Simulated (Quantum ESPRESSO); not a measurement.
# Collinear magnetic orders of MnSe with Quantum ESPRESSO, part 2 of 3

Does MnSe prefer parallel or opposed moments?

Quantum ESPRESSO 7.5; LDA with U = 4 eV on Mn d (ortho-atomic projectors); plane waves with GBRV 1.5 LDA potentials, no spin-orbit coupling.

So far: The structure; Start 1: ferro +.

The database entry behind the starting cell differs from later determinations by our own check (about 0.4 % short), so it need not match the best structure at ambient conditions.

### 3. Run 2 (antiferro q=(0,1/2,1/2) +−)

The cell is doubled to 4 atoms to hold this order. The wavevector q is in fractions of the reciprocal vectors of the crystal's primitive cell, as the cells of these inputs are built from it; moments change sign between cells as cos(2π q·R).

pw.in reads:

```
&CONTROL
  calculation = 'scf'
  prefix = 'pwscf'
  outdir = './tmp'
  pseudo_dir = './pseudo'
  disk_io = 'nowf'
/
&SYSTEM
  ibrav = 0
  celldm(1) = 8
  nat = 4
  ntyp = 3
  ecutwfc = 40
  ecutrho = 280
  nbnd = 30
  occupations = 'smearing'
  smearing = 'fd'
  degauss = 0.00367493
  nspin = 2
  starting_magnetization(1) = 0.3
  starting_magnetization(2) = -0.3
  starting_magnetization(3) = 0
/
&ELECTRONS
  conv_thr = 8d-09
  electron_maxstep = 150
  mixing_beta = 0.3
/
ATOMIC_SPECIES
Mn1    54.9380 mn_lda_v1.5.uspp.F.UPF
Mn2    54.9380 mn_lda_v1.5.uspp.F.UPF
Se     78.9710 se_lda_v1.uspp.F.UPF
CELL_PARAMETERS alat
   0.0000000000000    0.6425068823728    0.6425068823728
   1.2850137647455    0.0000000000000    1.2850137647455
   1.2850137647455    0.6425068823728    0.6425068823728
ATOMIC_POSITIONS crystal
Mn1     0.0000000000    0.0000000000    0.0000000000
Mn2     0.0000000000    0.5000000000    0.0000000000
Se      0.5000000000    0.0000000000    0.5000000000
Se      0.5000000000    0.5000000000    0.5000000000
K_POINTS automatic
6 3 6 0 0 0
HUBBARD {ortho-atomic}
U Mn1-3d 4.0000
U Mn2-3d 4.0000
```

Run with:

```bash
OMP_NUM_THREADS=1 mpirun -n 4 pw.x -nk 4 -in pw.in > pw.out
```

Output:

```text
[banner, memory and clock lines left out]
Program PWSCF v.7.5 starts

     Message from routine setup:
     using ibrav=0 with symmetry is DISCOURAGED, use correct ibrav instead

     bravais-lattice index     =            0
     lattice parameter (alat)  =       8.0000  a.u.
     unit-cell volume          =     543.2044 (a.u.)^3
     number of atoms/cell      =            4
     number of atomic types    =            3
     number of electrons       =        42.00
     number of Kohn-Sham states=           30
     kinetic-energy cutoff     =      40.0000  Ry
     charge density cutoff     =     280.0000  Ry
     scf convergence threshold =      8.0E-09
     mixing beta               =       0.3000
     number of iterations used =            8  plain     mixing
     Exchange-correlation= SLA  PZ   NOGX NOGC
                           (   1   1   0   0   0   0   0)
     Hubbard projectors: ortho-atomic
     Hubbard parameters of DFT+U (Dudarev formulation) in eV:
     U(Mn1-3d) =  4.0000
     U(Mn2-3d) =  4.0000

     Internal variables: lda_plus_u =T, lda_plus_u_kind = 0

     Internal variables: orbital_resolved =F, hub_pot_fix =F, apply_U = F

     celldm(1)=   8.000000  celldm(2)=   0.000000  celldm(3)=   0.000000
     celldm(4)=   0.000000  celldm(5)=   0.000000  celldm(6)=   0.000000

     crystal axes: (cart. coord. in units of alat)
               a(1) = (   0.000000   0.642507   0.642507 )
               a(2) = (   1.285014   0.000000   1.285014 )
               a(3) = (   1.285014   0.642507   0.642507 )

     reciprocal axes: (cart. coord. in units 2 pi/alat)
               b(1) = ( -0.778202  0.778202  0.778202 )
               b(2) = ( -0.000000 -0.778202  0.778202 )
               b(3) = (  0.778202  0.778202 -0.778202 )

     PseudoPot. # 1 for Mn read from file:
     mn_lda_v1.5.uspp.F.UPF
     Pseudo is Ultrasoft + core correction, Zval = 15.0

     PseudoPot. # 2 for Mn read from file:
     mn_lda_v1.5.uspp.F.UPF
     Pseudo is Ultrasoft + core correction, Zval = 15.0

     PseudoPot. # 3 for Se read from file:
     se_lda_v1.uspp.F.UPF
     Pseudo is Ultrasoft + core correction, Zval =  6.0

     atomic species   valence    mass     pseudopotential
     Mn1              15.00    54.93800     Mn( 1.00)
     Mn2              15.00    54.93800     Mn( 1.00)
     Se                6.00    78.97100     Se( 1.00)

     Starting magnetic structure
     atomic species   magnetization
     Mn1             0.300
     Mn2            -0.300
     Se              0.000

     16 Sym. Ops., with inversion, found

   Cartesian axes

     site n.     atom                  positions (alat units)
         1        Mn1    tau(   1) = (   0.0000000   0.0000000   0.0000000  )
         2        Mn2    tau(   2) = (   0.6425069   0.0000000   0.6425069  )
         3        Se     tau(   3) = (   0.6425069   0.6425069   0.6425069  )
         4        Se     tau(   4) = (   1.2850138   0.6425069   1.2850138  )

     number of k points=    20  Fermi-Dirac smearing, width (Ry)=  0.0037
                       cart. coord. in units 2pi/alat
        k(    1) = (   0.0000000   0.0000000   0.0000000), wk =   0.0092593
        k(    2) = (   0.1297003   0.1297003  -0.1297003), wk =   0.0740741
        k(    3) = (   0.2594006   0.2594006  -0.2594006), wk =   0.0740741
        k(    4) = (  -0.3891009  -0.3891009   0.3891009), wk =   0.0185185
        k(    5) = (  -0.0000000  -0.2594006   0.2594006), wk =   0.0370370
        [... 15 further k-points ...]

     Dense  grid:    43103 G-vectors     FFT dimensions: (  40,  80,  72)

     Smooth grid:    18649 G-vectors     FFT dimensions: (  30,  60,  54)

     Check: negative core charge=   -0.000028
     Generating pointlists ...
     new r_m :   0.2650 (alat units)  2.1203 (a.u.) for type    1
     new r_m :   0.2650 (alat units)  2.1203 (a.u.) for type    2
     new r_m :   0.2650 (alat units)  2.1203 (a.u.) for type    3

     Initial potential from superposition of free atoms

     starting charge      40.9997, renormalised to      42.0000

     STARTING HUBBARD OCCUPATIONS:

     =================== HUBBARD OCCUPATIONS ===================
     ------------------------ ATOM    1 ------------------------
     Tr[ns(  1)] (up, down, total) =   5.00000  0.00000  5.00000
     Atomic magnetic moment for atom   1 =   5.00000
     [... lines left out ...]
     ------------------------ ATOM    2 ------------------------
     Tr[ns(  2)] (up, down, total) =   0.00000  5.00000  5.00000
     Atomic magnetic moment for atom   2 =  -5.00000
     [... lines left out ...]
     Number of occupied Hubbard levels =   10.0000

     Atomic wfc used for Hubbard projectors are orthogonalized

     Starting wfcs are   34 randomized atomic wfcs

     Self-consistent Calculation

     iteration #  1     ecut=    40.00 Ry     beta= 0.30
     Davidson diagonalization with overlap
     ethr =  1.00E-02,  avg # of iterations =  4.3

     =================== HUBBARD OCCUPATIONS ===================
     ------------------------ ATOM    1 ------------------------
     Tr[ns(  1)] (up, down, total) =   4.86527  0.14942  5.01470
     Atomic magnetic moment for atom   1 =   4.71585
     [... lines left out ...]
     ------------------------ ATOM    2 ------------------------
     Tr[ns(  2)] (up, down, total) =   0.14936  4.86513  5.01449
     Atomic magnetic moment for atom   2 =  -4.71576
     [... lines left out ...]
     Number of occupied Hubbard levels =   10.0292

     total energy              =    -508.47969400 Ry
     estimated scf accuracy    <       0.91356359 Ry

     total magnetization       =     0.00 Bohr mag/cell
     absolute magnetization    =     9.68 Bohr mag/cell

     iteration #  2     ecut=    40.00 Ry     beta= 0.30
     Davidson diagonalization with overlap
     ethr =  2.18E-03,  avg # of iterations =  2.0

     total energy              =    -508.62466029 Ry
     estimated scf accuracy    <       0.04831443 Ry

     total magnetization       =    -0.00 Bohr mag/cell
     absolute magnetization    =     9.65 Bohr mag/cell

     [... further iterations left out ...]

     iteration # 12     ecut=    40.00 Ry     beta= 0.30
     Davidson diagonalization with overlap
     ethr =  1.73E-10,  avg # of iterations =  2.0

     negative rho (up, down):  2.712E-04 2.712E-04

     total energy              =    -508.64099838 Ry
     estimated scf accuracy    <       0.00000001 Ry

     total magnetization       =     0.00 Bohr mag/cell
     absolute magnetization    =     9.66 Bohr mag/cell

     iteration # 13     ecut=    40.00 Ry     beta= 0.30
     Davidson diagonalization with overlap
     ethr =  2.66E-11,  avg # of iterations =  3.1

     negative rho (up, down):  2.711E-04 2.711E-04

     Magnetic moment per site  (integrated on atomic sphere of radius R)
     atom   1 (R=0.265)  charge= 13.3198  magn=  4.5025
     atom   2 (R=0.265)  charge= 13.3198  magn= -4.5025
     atom   3 (R=0.265)  charge=  4.4021  magn= -0.0331
     atom   4 (R=0.265)  charge=  4.4021  magn=  0.0331

     End of self-consistent calculation

     =================== HUBBARD OCCUPATIONS ===================
     ------------------------ ATOM    1 ------------------------
     Tr[ns(  1)] (up, down, total) =   4.97048  0.29364  5.26412
     Atomic magnetic moment for atom   1 =   4.67683
     [... lines left out ...]
     ------------------------ ATOM    2 ------------------------
     Tr[ns(  2)] (up, down, total) =   0.29364  4.97048  5.26412
     Atomic magnetic moment for atom   2 =  -4.67683
     [... lines left out ...]
     Number of occupied Hubbard levels =   10.5282

     [... lines left out ...]
     the Fermi energy is     9.3946 ev

!    total energy              =    -508.64099838 Ry
     estimated scf accuracy    <          2.4E-09 Ry
     smearing contrib. (-TS)   =      -0.00012119 Ry
     internal energy E=F+TS    =    -508.64087719 Ry

     The total energy is F=E-TS. E is the sum of the following terms:
     one-electron contribution =    -280.59146527 Ry
     hartree contribution      =     154.22904802 Ry
     xc contribution           =    -111.39565954 Ry
     ewald contribution        =    -270.97003916 Ry
     Hubbard energy            =       0.08723877 Ry

     total magnetization       =     0.00 Bohr mag/cell
     absolute magnetization    =     9.66 Bohr mag/cell

     convergence has been achieved in  13 iterations
```

The job ended after 27 s (4 MPI ranks of Arm Neoverse V2, shared host; peak memory 0.53 GiB; 1.8 min of CPU time).

Spin moment in the atom's sphere by atom:

```
atom  spin moment in the atom's sphere (μB)
 Mn1                                   4.50
 Mn2                                  -4.50
 Se3                                  -0.03
 Se4                                   0.03
```

This step gave:

- smearing term TS: 0.001649 eV
- magnetization: 0 μB
- absolute magnetization: 9.661 μB
- final state: antiferromagnetic

Spin density in the ac plane of the conventional cell at fractional y = 0.000, with atoms of Mn and Se within 0.2 Å of it.

Ten even steps from '0' (-6.5 e/Å³) to '9' (6.5 e/Å³), each cell a mean:
```
865555555555557
555555555555555
555555555555555
555555444555555
555554444445555
555544433445555
555544201445555
555544312445555
555544444445555
555554444455555
555555555555555
555555555555555
655555555555556
975555555555558
```
Columns run along a (5.4 Å), rows up along c (5.4 Å), edges of the conventional cell, whose origin can differ from the input's. Atoms in or near the plane, at fractional coordinates: Mn at (0.00, 0.00), Mn at (0.50, 0.50), Se at (0.50, 0.00), Se at (0.00, 0.50).

Valence density in the ac plane of the conventional cell at fractional y = 0.000, with atoms of Mn and Se within 0.2 Å of it. It is the smooth field of the valence electrons, not physical close to the nuclei.

Values in e/Å³, 14 rows by 15 columns, each cell a mean:
```
15  6  1  0  0  1  1  1  1  1  1  0  0  2 13
 3  1  0  0  0  0  1  1  1  1  0  0  0  1  2
 0  0  0  0  0  0  0  1  0  0  0  0  0  0  0
 0  0  0  0  0  0  0  0  0  0  0  0  0  0  0
 1  1  0  0  0  0  0  1  1  0  0  0  0  0  1
 1  1  1  0  0  0  3  8  6  1  0  0  0  1  1
 2  0  1  0  0  1 10 15 16  3  0  0  1  1  1
 1  1  1  0  0  1  7 15 12  2  0  0  1  1  1
 1  1  0  0  0  0  1  3  2  1  0  0  0  1  1
 1  0  0  0  0  0  0  0  0  0  0  0  0  0  0
 0  0  0  0  0  0  0  0  0  0  0  0  0  0  0
 1  0  0  0  0  0  1  1  1  0  0  0  0  0  1
 8  3  0  0  0  1  1  1  1  1  0  0  0  1  6
15  9  1  0  0  1  0  2  1  1  1  0  0  3 16
```
Columns run along a (5.4 Å), rows up along c (5.4 Å), edges of the conventional cell, whose origin can differ from the input's. Atoms in or near the plane, at fractional coordinates: Mn at (0.00, 0.00), Mn at (0.50, 0.50), Se at (0.50, 0.00), Se at (0.00, 0.50).

### 4. Run 3 (antiferro q=(0,0,1/2) +−)

The cell is doubled to 4 atoms to hold this order.

Changes to pw.in since step 3:

```diff
@@ -34,11 +34,11 @@
    0.0000000000000    0.6425068823728    0.6425068823728
-   1.2850137647455    0.0000000000000    1.2850137647455
-   1.2850137647455    0.6425068823728    0.6425068823728
+   0.6425068823728    0.0000000000000    0.6425068823728
+   1.2850137647455    1.2850137647455    0.0000000000000
 ATOMIC_POSITIONS crystal
 Mn1     0.0000000000    0.0000000000    0.0000000000
-Mn2     0.0000000000    0.5000000000    0.0000000000
-Se      0.5000000000    0.0000000000    0.5000000000
-Se      0.5000000000    0.5000000000    0.5000000000
+Mn2     0.0000000000    0.0000000000    0.5000000000
+Se      0.5000000000    0.5000000000    0.2500000000
+Se      0.5000000000    0.5000000000    0.7500000000
 K_POINTS automatic
-6 3 6 0 0 0
+6 6 3 0 0 0
 HUBBARD {ortho-atomic}
```

Output:

```text
     [... lines left out ...]
Program PWSCF v.7.5 starts
     [... lines left out ...]
     number of atoms/cell      =            4
     [... lines left out ...]
     number of electrons       =        42.00
     number of Kohn-Sham states=           30
     kinetic-energy cutoff     =      40.0000  Ry
     charge density cutoff     =     280.0000  Ry
     scf convergence threshold =      8.0E-09
     [... lines left out ...]
     12 Sym. Ops., with inversion, found
     [... lines left out ...]
     number of k points=    16  Fermi-Dirac smearing, width (Ry)=  0.0037
     [... lines left out ...]
     iteration # 13     ecut=    40.00 Ry     beta= 0.30
     [... lines left out ...]
     Magnetic moment per site  (integrated on atomic sphere of radius R)
     atom   1 (R=0.265)  charge= 13.3315  magn=  4.4333
     atom   2 (R=0.265)  charge= 13.3315  magn= -4.4333
     atom   3 (R=0.265)  charge=  4.3973  magn=  0.0000
     atom   4 (R=0.265)  charge=  4.3973  magn=  0.0000
     [... lines left out ...]
     Tr[ns(  1)] (up, down, total) =   4.96806  0.32849  5.29655
     [... lines left out ...]
     Tr[ns(  2)] (up, down, total) =   0.32849  4.96806  5.29655
     [... lines left out ...]
     the Fermi energy is     9.3881 ev
!    total energy              =    -508.64726159 Ry
     estimated scf accuracy    <          1.6E-09 Ry
     smearing contrib. (-TS)   =      -0.00000001 Ry
     [... lines left out ...]
     total magnetization       =    -0.00 Bohr mag/cell
     absolute magnetization    =     9.37 Bohr mag/cell
     convergence has been achieved in  13 iterations
```

It took 15 s on 4 MPI ranks; peak memory 0.48 GiB.

Spin moment in the atom's sphere by atom:

```
atom  spin moment in the atom's sphere (μB)
 Mn1                                   4.43
 Mn2                                  -4.43
 Se3                                   0.00
 Se4                                   0.00
```

Numbers from this step:

```
smearing term TS       : 1.15e-7 eV
magnetization          : 0 μB
absolute magnetization : 9.37 μB
final state            : antiferromagnetic
```

### 5. Energies of the orders

An order is kept where moments of 0.15 μB or more survive with the typed signs; meshes match where a doubled cell samples the same k points as the first cell.

Orders:

```
                     start        final state  typed order kept  energy over the lowest (meV a seeded atom)  largest site moment (μB)  net moment (μB a cell of the first run)  mesh matched  CPU time (s)
                   ferro +      ferromagnetic               yes                                          54                     4.533                                        5           yes          17.9
antiferro q=(0,1/2,1/2) +-  antiferromagnetic               yes                                       42.61                     4.502                                        0           yes           108
  antiferro q=(0,0,1/2) +-  antiferromagnetic               yes                                           0                     4.433                                        0           yes         59.63
```

### 6. Couplings from the energies

E = −Σ J e·e over ordered pairs of unit vectors, so each pair counts twice. As many shells are taken as there are differences of energy, so the couplings are solved for and no residual tests the model; further shells are folded in, and shells whose pairs keep their relative signs in all orders cancel and are not probed. Couplings from the energies:

```
 pair  distance (Å)  neighbours an atom  J (meV)
Mn-Mn         3.847                  12   -0.712
Mn-Mn          5.44                   6   -3.788
```

### 7. The lowest state again, with its states saved

Changes to pw.in since step 4:

```diff
@@ -5,3 +5,3 @@
   pseudo_dir = './pseudo'
-  disk_io = 'nowf'
+  disk_io = 'low'
 /
@@ -14,3 +14,3 @@
   ecutrho = 280
-  nbnd = 30
+  nbnd = 34
   occupations = 'smearing'
```

Output:

```text
     [... lines left out ...]
Program PWSCF v.7.5 starts
     [... lines left out ...]
     number of atoms/cell      =            4
     [... lines left out ...]
     number of electrons       =        42.00
     number of Kohn-Sham states=           34
     kinetic-energy cutoff     =      40.0000  Ry
     charge density cutoff     =     280.0000  Ry
     scf convergence threshold =      8.0E-09
     [... lines left out ...]
     12 Sym. Ops., with inversion, found
     [... lines left out ...]
     number of k points=    16  Fermi-Dirac smearing, width (Ry)=  0.0037
     [... lines left out ...]
     iteration # 13     ecut=    40.00 Ry     beta= 0.30
     [... lines left out ...]
     Magnetic moment per site  (integrated on atomic sphere of radius R)
     atom   1 (R=0.265)  charge= 13.3315  magn=  4.4333
     atom   2 (R=0.265)  charge= 13.3315  magn= -4.4333
     atom   3 (R=0.265)  charge=  4.3973  magn=  0.0000
     atom   4 (R=0.265)  charge=  4.3973  magn=  0.0000
     [... lines left out ...]
     Tr[ns(  1)] (up, down, total) =   4.96806  0.32849  5.29655
     [... lines left out ...]
     Tr[ns(  2)] (up, down, total) =   0.32849  4.96806  5.29655
     [... lines left out ...]
     the Fermi energy is     9.3881 ev
!    total energy              =    -508.64726160 Ry
     estimated scf accuracy    <          1.5E-10 Ry
     smearing contrib. (-TS)   =      -0.00000001 Ry
     [... lines left out ...]
     total magnetization       =     0.00 Bohr mag/cell
     absolute magnetization    =     9.37 Bohr mag/cell
     convergence has been achieved in  13 iterations
```

Elapsed: 16 s, on 4 MPI ranks; peak memory 0.49 GiB; 64 s of CPU time.

Numbers from this step:

```
smearing term TS       : 1.14e-7 eV
magnetization          : 0 μB
absolute magnetization : 9.37 μB
final state            : antiferromagnetic
largest moment         : 4.433 μB
```

(Continued in part 3 of 3.)

[Logs and program files are shortened in this print: banners, set-up blocks, solver, clock and traceback lines can be left out without a mark of their own.]

[Logs are printed without paths, hosts, clocks, repeated set-up lines and the standing remarks that a program may print on its own settings, such as how far it seeks lower states.]

[Hosts, paths, dates, database ids (printed as entryN), source tags and the programs' standing remarks are cut or masked in the printed files.]

[Where a cell is said to come from a database of computed structures, the database is the Materials Project.]
